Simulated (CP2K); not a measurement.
Two runs for the C K edge of bicarbonate monohydrate. Run A: CP2K XAS_TDP, all-electron GAPW, PBEh(45%), aug-cc-pVDZ, TDA, no relativity. Run B differs in one setting.

First lines with a strength over 0.0015. A:

```csv
atom,energy (eV),states,"strength, one atom"
C2 (bonded to 3 O),285.12,1,0.0850
,288.86,1,0.0022
,289.63,1,0.0307
,290.17,1,0.0127
,290.91,1,0.0019
```

B:

```csv
atom,energy (eV),states,"strength, one atom"
C2 (bonded to 3 O),291.96,1,0.0830
,295.69,1,0.0021
,296.47,1,0.0299
,297.00,1,0.0124
,297.75,1,0.0018
```

**Question.** Which was it: scalar relativity switched on, GW2X switched on, the functional, the basis?

GW2X switched on. GW2X shifts an atom's lines together and keeps their spacings. Against PBEh(45%) in aug-cc-pVDZ, the leading line moves by +6.84 eV, to 291.96 eV.

[Banner, clock and machine lines of the logs are left out without a mark of their own.]

[Logs are printed without paths, hosts, clocks, repeated set-up lines and the standing remarks that a program may print on its own settings, such as how far it seeks lower states.]

[Hosts, paths, dates, database ids (printed as entryN), source tags and the programs' standing remarks are cut or masked in the printed files.]
